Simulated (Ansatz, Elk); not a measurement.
# Bonding as seen by X-rays: Ti3SnPbS2

The structure of Ti3SnPbS2 used here is made up (a known structure type with other elements) and was relaxed beforehand with r2SCAN. The aim is the Fourier transform of its all-electron density, F(hkl), set beside the sum over free spherical atoms that refinements use.

Method: DFT, PBE, all-electron APW+lo, Dirac cores, scalar-relativistic bands, static density, no spin, in Elk 11.2.3 (patched build).

This account leaves out most program logs.

The structure was built from a prototype and need not be the compound's stable phase.

## (1) The structure

The structure is trigonal, space group R-3m (No. 166). Conventional cell: a = 5.981 Å, b = 5.981 Å, c = 14.010 Å, α = 90.00°, β = 90.00°, γ = 120.00°. Pb has 6 Ti at 2.99 Å and 2 S at 3.04 Å nearest. Sn has 6 Ti at 2.90 Å nearest. Nearest to Ti lie 2 S at 2.38 Å. Nearest to S lie 3 Ti at 2.38 Å and 1 Pb at 3.04 Å. Farther neighbours and most contacts between anions are not listed.

Coordinates:

```cif
data_structure
_symmetry_space_group_name_H-M 'R-3m:H'
_symmetry_Int_Tables_number 166
_cell_length_a 5.9810
_cell_length_b 5.9810
_cell_length_c 14.0097
_cell_angle_alpha 90.000
_cell_angle_beta 90.000
_cell_angle_gamma 120.000
_cell_volume 434.02
loop_
_atom_site_label
_atom_site_type_symbol
_atom_site_symmetry_multiplicity
_atom_site_Wyckoff_symbol
_atom_site_fract_x
_atom_site_fract_y
_atom_site_fract_z
_atom_site_occupancy
Pb1 Pb 3 a 0.00000 0.00000 0.00000 1
Sn1 Sn 3 b 0.33333 0.66667 0.16667 1
Ti1 Ti 9 e 0.00000 0.50000 0.00000 1
S1 S 6 c 0.33333 0.66667 0.88338 1
```

## (2) Ground state and structure factors

An all-electron density is needed, since X-rays see the cores too. Task 0 finds the density and task 195 Fourier-transforms it; tshift is off so that phases refer to the origin typed.

elk.in reads:

```
tasks
  0
  195

xctype
  20

spinpol
  .false.

rgkmax
  7.0

gmaxvr
  14.0

lmaxo
  7

lmaxapw
  8

swidth
  0.002

tshift
  .false.

ramdisk
  .false.

hmaxvr
  5.5

maxscl
  120

epspot
  1e-06

sppath
  './'

avec
  5.65122610815 3.26273691449 8.82485605607
  -5.65122610815 3.26273691449 8.82485605607
  -0.00000000000 -6.52547382989 8.82485605573

atoms
  4
  'Pb.in'
  1
  0.0000000000 0.0000000000 0.0000000000   0.000000 0.000000 0.000000
  'Sn.in'
  1
  0.5000000000 0.5000000000 0.5000000000   0.000000 0.000000 0.000000
  'Ti.in'
  3
  0.0000000000 0.5000000000 0.5000000000   0.000000 0.000000 0.000000
  0.5000000000 0.5000000000 0.0000000000   0.000000 0.000000 0.000000
  0.5000000000 0.0000000000 0.5000000000   0.000000 0.000000 0.000000
  'S.in'
  2
  0.2167182092 0.2167182092 0.2167182092   0.000000 0.000000 0.000000
  0.7832817908 0.7832817908 0.7832817908   0.000000 0.000000 0.000000

ngridk
  5 5 5
```

The run is started by

```
$ OMP_NUM_THREADS=4 elk
```

Wall time 51 s (4 threads of Intel Xeon at 2.60GHz (Ice Lake), shared host); peak memory 0.31 GiB; 2.1 min of CPU time.

SFACRHO.OUT:

```text

h k l indices transformed by vhmat matrix:
   1.000000000       0.000000000       0.000000000    
   0.000000000       1.000000000       0.000000000    
   0.000000000       0.000000000       1.000000000    

      h      k      l  multipl.   |H|            Re(F)            Im(F)           |F|

      0      0      0      1   0.0000000       230.00000      0.46554036E-15   230.00000    
      0      0     -1      6  0.68438157       17.380077     -0.57582802E-13   17.380077    
     -1     -1     -1      2  0.71198729       72.699432      0.86374203E-13   72.699432    
      0      1      1      6  0.79834418       77.363257     -0.11855283E-13   77.363257    
      1      0     -1      6   1.1118269       121.85832      0.63153552E-14   121.85832    
      2      1      1      6   1.1459732       112.93166      0.12702089E-13   112.93166    
     -1      1      1      6   1.3055793       81.930815     -0.84680591E-14   81.930815    
      2      1      0     12   1.3202594      0.15333528      0.84680591E-14  0.15333528    
     -2     -2     -1      6   1.3491407       32.633835     -0.75365726E-13   32.633835    
      0      2      0      6   1.3687631       135.77433     -0.82986979E-13   135.77433    
      2      2      2      2   1.4239746       147.51393     -0.19984620E-12   147.51393    
      2      2      0      6   1.5966884       161.96899     -0.99923098E-13   161.96899    
      0      2     -1     12   1.7148459       17.606127      0.15242506E-13   17.606127    
      1      3      1      6   1.7482390       86.742379     -0.55042384E-13   86.742379    
      2      1     -1     12   1.7634261       69.271529     -0.11008477E-13   69.271529    
      3      2      2      6   1.7810061      -5.0585919      0.16322184E-12   5.0585919    
      1      3      2     12   1.8066164       80.096485      0.49114743E-13   80.096485    
      2     -1     -1      6   1.9257407       102.43536      0.28343189E-13   102.43536
```

Elk indexes on the primitive cell of elk.in and gives |H| = 4π sin θ/λ in inverse bohr. Below, one row stands for each form hkl of the conventional cell (m members, Friedel mates merged), F is for one primitive cell and the density is static (no thermal factor). Free-atom factors are Waasmaier and Kirfel's, and R is Σm||F|−|F'||/Σm|F|.

```
hkl   m  sin θ/λ (Å⁻¹)  abs F, DFT  neutral atoms   diff.
101   6          0.103      17.380         17.751  -0.371
003   2          0.107      72.699         72.188  +0.511
012   6          0.120      77.363         77.787  -0.424
110   6          0.167     121.858        121.512  +0.346
104   6          0.172     112.932        112.786  +0.146
021   6          0.196      81.931         82.441  -0.510
113  12          0.199       0.153          0.085  +0.068
015   6          0.203      32.634         32.296  +0.337
202   6          0.206     135.774        136.605  -0.831
006   2          0.214     147.514        148.043  -0.529
024   6          0.240     161.969        162.458  -0.489
211  12          0.258      17.606         17.591  +0.015
205   6          0.263      86.742         87.116  -0.374
122  12          0.265      69.272         69.232  +0.040
107   6          0.268       5.059          5.468  -0.409
116  12          0.272      80.097         80.249  -0.153
300   6          0.290     102.435        102.747  -0.312
214  12          0.293      96.221         96.309  -0.088
```

## (3) The highest occupied states alone

An energy window below the Fermi level keeps the highest occupied states, to see at which angles they scatter; shallow core shells can lie inside it and anion s states outside. No new self-consistency is needed.

elk.in, as its differences from that of step 2:

```diff
@@ -1,3 +1,2 @@
 tasks
-  0
   195
@@ -40,2 +39,5 @@
 
+wsfac
+  -0.189400 0.551590
+
 sppath
```

The run is started by

```
$ OMP_NUM_THREADS=4 elk
```

It took 19 s on 4 threads; peak memory 0.21 GiB; 24 s of CPU time.

States within 12 eV below the Fermi level hold 28.00 electrons; any levels below the window count with the cores. Their amplitudes can exceed the total, where window and core parts have opposite phase:

```
hkl  sin θ/λ (Å⁻¹)  abs F, window  abs F, all
101          0.103          1.152      17.380
003          0.107          3.277      72.699
012          0.120          3.469      77.363
110          0.167          3.512     121.858
104          0.172          1.882     112.932
021          0.196          2.852      81.931
113          0.199          2.171       0.153
015          0.203          1.431      32.634
202          0.206          0.527     135.774
006          0.214          1.990     147.514
```

## (4) Another functional

The difference from free atoms is small, so it is set against the change that LDA (Perdew-Wang) makes.

elk.in, as its differences from that of step 3:

```diff
@@ -1,2 +1,3 @@
 tasks
+  0
   195
@@ -4,3 +5,3 @@
 xctype
-  20
+  3
 
@@ -39,5 +40,2 @@
 
-wsfac
-  -0.189400 0.551590
-
 sppath
```

The run is started by

```
$ OMP_NUM_THREADS=4 elk
```

Wall time 30 s (4 threads); peak memory 0.24 GiB; 76 s of CPU time.

Against the first run R = 0.03 %; the largest change is -0.056 at 208.

## (5) Basis size

A smaller basis shows how fast F responds to it; the change is likely larger than the basis error of the first run, but doesn't show convergence.

elk.in, as its differences from that of step 4:

```diff
@@ -5,3 +5,3 @@
 xctype
-  3
+  20
 
@@ -11,3 +11,3 @@
 rgkmax
-  7.0
+  5.5
```

The run is started by

```
$ OMP_NUM_THREADS=4 elk
```

It took 43 s on 4 threads; peak memory 0.31 GiB; 99 s of CPU time.

Against the first run R = 0.04 %; the largest change is +0.099 at 0 2 10.

## (6) Settings against the effect

```
              run  R against the first run (%)  R against neutral atoms, low angle (%)  wall time
    PBE, rgkmax 7                         0.00                                    0.37       51 s
LDA (Perdew-Wang)                         0.03                                    0.36       30 s
       rgkmax 5.5                         0.04                                    0.40       43 s
```

## (7) What came out

```json
{
 "R against neutral atoms, sin θ/λ < 0.3 Å⁻¹": "0.37 %",
 "R against neutral atoms, 0.3 to 0.65 Å⁻¹": "0.12 %"
}
```

**Reading.** Independent neutral atoms miss the calculated amplitudes by R = 0.37 % below 0.3 Å⁻¹ and 0.12 % from there to 0.65 Å⁻¹; by shells, 0.81 % below 0.15 Å⁻¹ (3 forms), 0.33 % 0.15 to 0.3 (15 forms), 0.15 % 0.3 to 0.45 (36 forms), 0.11 % above 0.45 (95 forms). Bonding, aspherical density and the tables' own atoms all enter these figures, and the runs don't part them. The largest change of an amplitude is -0.83 electrons, at 202. The window's part falls from 28.0 electrons at the origin to at most 0.49 between 0.45 and 0.65 Å⁻¹. Below 0.3 Å⁻¹ the changes that finished (LDA (Perdew-Wang) and rgkmax 5.5) move F by R = 0.06 % at most, against the 0.37 % that separates it from free atoms. The k-mesh has no finished test. These runs have no spin, though d or f shells may be open. Spin-orbit coupling is left out, which can matter for elements this heavy. Part of the difference isn't bonding: the tables are fits to free atoms and ions calculated by other methods than this functional. Thermal motion, anomalous dispersion and extinction are left out.

[Logs are printed without paths, hosts, clocks, repeated set-up lines and the standing remarks that a program may print on its own settings, such as how far it seeks lower states.]

[Hosts, paths, dates, database ids (printed as entryN), source tags and the programs' standing remarks are cut or masked in the printed files.]
